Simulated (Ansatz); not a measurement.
**InH (model cell, started as wurtzite): following an unstable mode**

Aim: this structure of InH (model cell, started as wurtzite) is to be tested for unstable modes, and one is followed downhill.

Calculated with Ansatz 0.2.0; DFT PBEsol, scalar-relativistic, plane waves, PAW.

This is a report of a sequence of runs, with most program output left out.

The structure was built from a prototype and need not be the compound's stable phase.

## 1. The structure

The structure is hexagonal, space group P6_3mc (No. 186). Conventional cell: a = 3.260 Å, b = 3.260 Å, c = 6.827 Å, α = 90.00°, β = 90.00°, γ = 120.00°. Nearest to In lie 1 H at 2.02 Å. Nearest to H lie 1 In at 2.02 Å. Farther neighbours are not listed.

## 2. Response at finite wavevector

The cell comes from relaxations at this level that are not shown. Stability and thermal properties need the whole zone. Linear response on a 3×3×2 q mesh gives force constants as far as a supercell of that size would.

input.yaml reads:

```yaml
crystal:
  lattice:
    - [3.2601836778, 0.0, 0.0]
    - [-1.6300918389, 2.8234018859, 0.0]
    - [0.0, 0.0, 6.8269828696]
  atoms:
    - { symbol: In, position: [0.3333333333, 0.6666666667, 0.0396338471] }
    - { symbol: In, position: [0.6666666667, 0.3333333333, 0.5396338471] }
    - { symbol: H, position: [0.3333333333, 0.6666666667, 0.3353661529] }
    - { symbol: H, position: [0.6666666667, 0.3333333333, 0.8353661529] }
kpoints:
  mp_grid: { grid: [15, 15, 8] }
hamiltonian:
  xc: pbesol
scf:
  occupations: { method: methfessel_paxton, width: 0.2 }
output:
  eigenvalues: true
phonons:
  method: dfpt
  qmesh: [3, 3, 2]
  temperatures: { t_max: 1000, t_step: 50 }
  qpath:
    path:
      - [[0.0, 0.0, 0.0], [0.5, 0.0, 0.0], [0.33333333, 0.33333333, 0.0], [0.0, 0.0, 0.0], [0.0, 0.0, 0.5], [0.5, 0.0, 0.5], [0.33333333, 0.33333333, 0.5], [0.0, 0.0, 0.5]]
      - [[0.5, 0.0, 0.5], [0.5, 0.0, 0.0]]
      - [[0.33333333, 0.33333333, 0.5], [0.33333333, 0.33333333, 0.0]]
    npoints: 10
```

The run is started by

```sh
$ ansatz run input.yaml --threads 4 --pin off --max-ram 7168MiB --backend cpu --events-out ev --progress --plain --runs-dir out
```

Wall time 12 min (4 threads of Arm Neoverse V2, shared host); peak memory 3 GiB; 46 min of CPU time.

Numbers from this step:

```
volume per atom                                         : 15.71 Å³
gap on the k-mesh                                       : 0 eV
sum-rule residual before enforcement                    : 1.28e-5 eV/Å²
lowest frequency on the path                            : -544.4 cm⁻¹
point group                                             : 6mm
highest frequency on the path or at a solved wavevector : 791.5 cm⁻¹
highest optical mode at the zone centre (no LO-TO term) : 791.5 cm⁻¹
lowest optical zone-centre mode                         : -255.8 cm⁻¹
lowest mode on the q mesh (acoustic modes at Γ apart)   : -540.6 cm⁻¹
```

Frequencies (cm⁻¹) solved at each irreducible wavevector; negative means imaginary. Frequencies by wavevector, by row:

| q in reciprocal lattice units | star | mode 1 | mode 2 | mode 3 | mode 4 | mode 10 | mode 11 | mode 12 |
| --- | --- | --- | --- | --- | --- | --- | --- | --- |
| 0 0 0 | 1 | -255.8 | -255.8 | -121.1 | -121.1 | 37.7 | 633.2 | 791.5 |
| 0 0 -0.5 | 1 | -186.5 | -186.5 | -186.5 | -186.5 | 65.2 | 503 | 503 |
| 0 0.3333 0 | 6 | -505 | -459.2 | -248.5 | -89.2 | 195.9 | 438.5 | 681.3 |
| 0 0.3333 -0.5 | 6 | -471.6 | -471.6 | -246.2 | -246.2 | 101.5 | 615 | 615 |
| 0.3333 0.3333 0 | 2 | -540.6 | -313 | -313 | -218.7 | 102.3 | 473.4 | 473.4 |
| 0.3333 0.3333 -0.5 | 2 | -458.7 | -458.7 | -358.8 | -358.8 | 104.2 | 647.3 | 647.3 |

Interpolated from a 3×3×2 q mesh. Phonon branches along the path, in cm⁻¹:

| point | branch 1 | branch 2 | branch 3 | branch 4 | branch 9 | branch 10 | branch 11 | branch 12 |
| --- | --- | --- | --- | --- | --- | --- | --- | --- |
| Γ | -256 | -256 | -121 | -121 | 38 | 38 | 633 | 792 |
| halfway | -457 | -425 | -193 | -72 | 100 | 173 | 498 | 730 |
| M | -540 | -481 | -288 | -108 | 117 | 214 | 398 | 607 |
| halfway | -544 | -418 | -287 | -94 | 112 | 121 | 409 | 568 |
| K | -541 | -313 | -313 | -219 | 102 | 102 | 473 | 473 |
| halfway | -498 | -401 | -202 | -85 | 88 | 120 | 468 | 707 |
| Γ | -256 | -256 | -121 | -121 | 38 | 38 | 633 | 792 |
| halfway | -235 | -235 | -140 | -140 | 36 | 41 | 552 | 681 |
| A | -186 | -186 | -186 | -186 | 65 | 65 | 503 | 503 |
| halfway | -419 | -419 | -232 | -232 | 92 | 92 | 591 | 591 |
| L | -511 | -511 | -257 | -257 | 112 | 112 | 634 | 634 |
| halfway | -489 | -489 | -306 | -306 | 109 | 109 | 640 | 640 |
| H | -459 | -459 | -359 | -359 | 104 | 104 | 647 | 647 |
| halfway | -438 | -438 | -256 | -256 | 95 | 95 | 604 | 604 |
| A | -186 | -186 | -186 | -186 | 65 | 65 | 503 | 503 |
| jump to L | -511 | -511 | -257 | -257 | 112 | 112 | 634 | 634 |
| halfway | -521 | -462 | -398 | -11 | 114 | 160 | 513 | 640 |
| M | -540 | -481 | -288 | -108 | 117 | 214 | 398 | 607 |
| jump to H | -459 | -459 | -359 | -359 | 104 | 104 | 647 | 647 |
| halfway | -486 | -406 | -406 | -252 | 102 | 102 | 574 | 574 |
| K | -541 | -313 | -313 | -219 | 102 | 102 | 473 | 473 |

Symmetry leaves 6 wavevectors to solve. The lowest mode among them, the acoustic zeros apart, lies at q = (0.333, 0.333, 0) and is imaginary, 540.6i cm⁻¹, so the energy falls along it. Between them the interpolated path dips to 544i cm⁻¹.

## 3. The mode frozen in, largest atomic shift 0 Å

The mode followed lies at q = (0.333, 0.333, 0) with frequency 540.7i cm⁻¹, the softest among the wavevectors solved. At small amplitude the distorted cell has space group no. 185 by a symmetry search on the positions. The undistorted cell that holds it gives the zero of energy on the same k mesh.

System of this step: InH (model cell, started as wurtzite). Symmetry: P6_3mc, No. 186, hexagonal system. Conventional cell: a = 3.260 Å, b = 3.260 Å, c = 6.827 Å, α = 90.00°, β = 90.00°, γ = 120.00°. In has 1 H at 2.02 Å nearest. Nearest to H lie 1 In at 2.02 Å. Farther neighbours are not listed.

input.yaml reads:

```yaml
crystal:
  lattice:
    - [4.8902755167, -2.8234018859, 0.0]
    - [4.8902755166, 2.823401886, 0.0]
    - [0.0, 0.0, 6.8269828696]
  atoms:
    - { symbol: In, position: [0.6666666667, 0.3333333333, 0.0396338471] }
    - { symbol: In, position: [0.0, 0.6666666667, 0.0396338471] }
    - { symbol: In, position: [0.3333333333, 0.0, 0.0396338471] }
    - { symbol: In, position: [0.0, 0.3333333333, 0.5396338471] }
    - { symbol: In, position: [0.3333333333, 0.6666666667, 0.5396338471] }
    - { symbol: In, position: [0.6666666667, 0.0, 0.5396338471] }
    - { symbol: H, position: [0.6666666667, 0.3333333333, 0.3353661529] }
    - { symbol: H, position: [0.0, 0.6666666667, 0.3353661529] }
    - { symbol: H, position: [0.3333333333, 0.0, 0.3353661529] }
    - { symbol: H, position: [0.0, 0.3333333333, 0.8353661529] }
    - { symbol: H, position: [0.3333333333, 0.6666666667, 0.8353661529] }
    - { symbol: H, position: [0.6666666667, 0.0, 0.8353661529] }
kpoints:
  mp_grid: { grid: [9, 9, 6] }
hamiltonian:
  xc: pbesol
scf:
  occupations: { method: methfessel_paxton, width: 0.2 }
output:
  forces: true
  stress: true
  eigenvalues: true
```

Run time: 7.4 s. Hardware: 4 threads; peak memory 0.69 GiB; 28 s of CPU time.

This step gave:

```yaml
pressure: 0.1042 GPa
energy_from_the_undistorted_cell: 0 meV/atom
```

The run ends at a pressure of 0.10 GPa, with forces up to 0.0091 eV/Å.

## 4. The mode frozen in, largest atomic shift 0.45 Å

The atoms are moved along the unstable eigenvector, the largest shift by 0.45 Å, with the cell fixed.

input.yaml reads:

```yaml
crystal:
  lattice:
    - [4.8902755167, -2.8234018859, 0.0]
    - [4.8902755166, 2.823401886, 0.0]
    - [0.0, 0.0, 6.8269828696]
  atoms:
    - { symbol: In, position: [0.6669316181, 0.3333333333, 0.0396338454] }
    - { symbol: In, position: [-0.0002649543, 0.6669316334, 0.039633848] }
    - { symbol: In, position: [0.3333333458, -0.0002649667, 0.039633848] }
    - { symbol: In, position: [-0.0002649514, 0.3333333333, 0.5396338454] }
    - { symbol: In, position: [0.3333333209, 0.6669316334, 0.539633848] }
    - { symbol: In, position: [0.666931621, -0.0002649667, 0.539633848] }
    - { symbol: H, position: [0.5869755674, 0.3333333333, 0.3353663025] }
    - { symbol: H, position: [0.0796897448, 0.5869753854, 0.3353660781] }
    - { symbol: H, position: [0.3333317969, 0.0796912813, 0.3353660781] }
    - { symbol: H, position: [0.0796910993, 0.3333333333, 0.8353663025] }
    - { symbol: H, position: [0.3333348698, 0.5869753854, 0.8353660781] }
    - { symbol: H, position: [0.5869769218, 0.0796912813, 0.8353660781] }
kpoints:
  mp_grid: { grid: [9, 9, 6] }
hamiltonian:
  xc: pbesol
scf:
  occupations: { method: methfessel_paxton, width: 0.2 }
output:
  forces: true
  stress: true
  eigenvalues: true
```

Wall time 7.4 s (4 threads); peak memory 0.69 GiB; 29 s of CPU time.

Numbers from this step:

```
pressure                         : 0.08346 GPa
energy from the undistorted cell : -31.67 meV/atom
```

The energy, extrapolated to zero smearing, is -31.67 meV/atom against the undistorted cell.

The run ends at a pressure of 0.08 GPa, with forces up to 0.17 eV/Å.

## 5. Energy along the mode, all amplitudes (two of the runs are shown above)

An imaginary frequency means negative curvature, so the energy should fall and then rise again as anharmonic terms take over.

This step gave:

- depth at the lowest point sampled: 31.67 meV/atom
- largest atomic shift at that point: 0.45 Å

The energy from the parent by largest shift of an atom, one sign:

| largest shift of an atom, one sign (Å) | energy from the parent (meV/atom) |
| --- | --- |
| 0.000 | 0 |
| 0.040 | -0.444 |
| 0.080 | -1.79 |
| 0.140 | -5.42 |
| 0.220 | -12.6 |
| 0.320 | -22.7 |
| 0.450 | -31.7 |
| 0.600 | -29.0 |

Displacement at unit largest shift by atom:

| atom | x (Å) | y (Å) | z (Å) | size |
| --- | --- | --- | --- | --- |
| In1 | 0.00 | 0.00 | 0.00 | 0.00 |
| In2 | 0.00 | 0.00 | 0.00 | 0.00 |
| In3 | 0.00 | 0.00 | 0.00 | 0.00 |
| In4 | 0.00 | 0.00 | 0.00 | 0.00 |
| In5 | 0.00 | 0.00 | 0.00 | 0.00 |
| In6 | 0.00 | 0.00 | 0.00 | 0.00 |
| H7 | -0.87 | 0.50 | 0.00 | 1.00 |
| H8 | 0.00 | -1.00 | 0.00 | 1.00 |
| H9 | 0.87 | 0.50 | 0.00 | 1.00 |
| H10 | 0.87 | -0.50 | 0.00 | 1.00 |
| H11 | -0.87 | -0.50 | 0.00 | 1.00 |
| H12 | 0.00 | 1.00 | 0.00 | 1.00 |

The lowest of the steps tried is at 0.45 Å, 31.7 meV/atom below the parent; the bottom of the well need not coincide with a step.

## 6. Relaxation from the frozen mode

Starting from the lowest point found, all atoms and the cell are let go, so that strain and other modes of the same symmetry can join in.

Edit input.yaml of step 4 so:

```diff
@@ -28 +28,6 @@
   eigenvalues: true
+relax:
+  adjacent_minimum: "off"
+  f_tol: 0.002
+  max_steps: 120
+  cell: { stress_tol: 0.03 }
```

Elapsed: 3.7 min, on 4 threads; peak memory 0.76 GiB.

Relaxation path (22 of 24):

| step | energy less that of the first step (eV) | largest force component (eV/Å) | pressure (GPa) | volume (Å³) |
| --- | --- | --- | --- | --- |
| 1 | 0.0000 | 0.1275 | 0.08 | 188.52 |
| 2 | -0.0792 | 0.2312 | -0.80 | 190.21 |
| 3 | -0.1737 | 0.0137 | -0.61 | 192.67 |
| 4 | -0.1937 | 0.1620 | 1.06 | 186.58 |
| 5 | -0.3169 | 0.1606 | 1.10 | 188.02 |
| 6 | -0.4287 | 0.1272 | -0.17 | 190.16 |
| 8 | -0.4989 | 0.0279 | -0.08 | 190.52 |
| 9 | -0.4995 | 0.0116 | 0.38 | 188.01 |
| 10 | -0.5018 | 0.0067 | -0.01 | 189.81 |
| 11 | -0.5024 | 0.0070 | 0.05 | 189.40 |
| 12 | -0.5024 | 0.0025 | -0.01 | 189.64 |
| 13 | -0.5024 | 0.0014 | 0.00 | 189.58 |
| 14* | -0.5856 | 0.0048 | 0.64 | 189.58 |
| 15 | -0.6203 | 0.0120 | 0.42 | 191.31 |
| 16 | -0.6440 | 0.0166 | 0.08 | 194.25 |
| 17 | -0.6399 | 0.0211 | -0.44 | 197.36 |
| 19 | -0.6469 | 0.0034 | 0.01 | 194.77 |
| 20 | -0.6469 | 0.0027 | 0.00 | 194.76 |
| 21 | -0.6469 | 0.0005 | 0.00 | 194.87 |
| 22* | -0.6519 | 0.0012 | 0.00 | 194.87 |
| 23 | -0.6519 | 0.0011 | -0.01 | 194.95 |
| 24* | -0.6520 | 0.0011 | -0.01 | 194.95 |

Relaxation steps marked * repeat the geometry before them on a plane-wave basis chosen anew for their cell, so energy and pressure can jump there. Other such steps can lie between the rows shown. Relaxation steps 9, 17 were tried and not accepted.

Forces are held to the 12 operations that the run works with; a distortion that breaks them can't arise in this run.

| cell as run | before | after | change |
| --- | --- | --- | --- |
| a (Å) | 5.647 | 6.886 | +21.9 % |
| b (Å) | 5.647 | 6.886 | +21.9 % |
| c (Å) | 6.827 | 4.747 | -30.5 % |
| volume (Å³/atom) | 15.71 | 16.25 | +3.4 % |

The atoms that moved most (Å, as changes of fractional coordinates times the final cell):

| atom | dx | dy | dz | length |
| --- | --- | --- | --- | --- |
| H9 | 0.254 | 0.147 | 0.233 | 0.375 |
| H12 | 0.000 | 0.293 | 0.233 | 0.375 |
| H8 | 0.000 | -0.293 | 0.233 | 0.375 |
| H11 | -0.254 | -0.147 | 0.233 | 0.375 |
| H10 | 0.254 | -0.147 | 0.233 | 0.375 |
| H7 | -0.254 | 0.147 | 0.233 | 0.375 |
| In4 | -0.064 | 0.037 | -0.233 | 0.245 |
| In1 | 0.064 | -0.037 | -0.233 | 0.245 |

The relaxed structure:

```xyz
12
Lattice="5.9637 -3.4431 0.0000 5.9637 3.4431 0.0000 0.0000 0.0000 4.7471" Properties=species:S:1:pos:R:3 pbc="T T T"
In    6.0293   -1.1856   -0.0452
In    3.9758    2.3711   -0.0452
In    1.9223   -1.1856   -0.0452
In    1.9223    1.1856    2.3283
In    6.0293    1.1856    2.3283
In    3.9758   -2.3711    2.3283
H     5.2345   -0.7267    1.8254
H     3.9758    1.4535    1.8254
H     2.7170   -0.7267    1.8254
H     2.7170    0.7267    4.1989
H     5.2345    0.7267    4.1989
H     3.9758   -1.4535    4.1989
```

This step gave:

| Quantity | Value |
| --- | --- |
| pressure | -0.009131 GPa |
| volume per atom | 16.25 Å³ |

The distorted start has space group P6_3cm; the relaxation ends in P6_3cm.

## 7. What came out

| Property | Result |
| --- | --- |
| unstable mode of the parent | q = (0.333, 0.333, 0), 541i cm⁻¹ |
| depth at the lowest point sampled | 31.7 meV/atom |
| largest atomic shift at that point | 0.45 Å |
| space group reached (within 0.01 Å) | P6_3cm |
| energy gained over the parent (first relaxation, on the mesh of the frozen mode) | 85.9 meV/atom |
| volume per atom, phase reached | 16.2 Å³ |

In words: Along this mode the structure falls into P6_3cm, 85.9 meV/atom below the parent. At the parent's cell the well is 31.67 meV/atom deep on the steps tried, with its lowest point at a shift of 0.45 Å. Relaxing atoms and cell changes the gain by +54.23 meV/atom against the lowest step (energies at zero smearing). Most of the total comes from this relaxation. The modes of the phase reached were not computed on this path. Each path keeps the symmetry of its pattern, so a lower phase may lie along a pattern not tried. With no gap, or one that is small against the smearing, the frequencies hang on the k mesh and the smearing, most of all near Kohn anomalies. The starting cell was built on a prototype and not taken from a measurement, so the phase need not exist.

[Logs are printed without paths, hosts, clocks, repeated set-up lines and the standing remarks that a program may print on its own settings, such as how far it seeks lower states.]

[Hosts, paths, dates, database ids (printed as entryN), source tags and the programs' standing remarks are cut or masked in the printed files.]
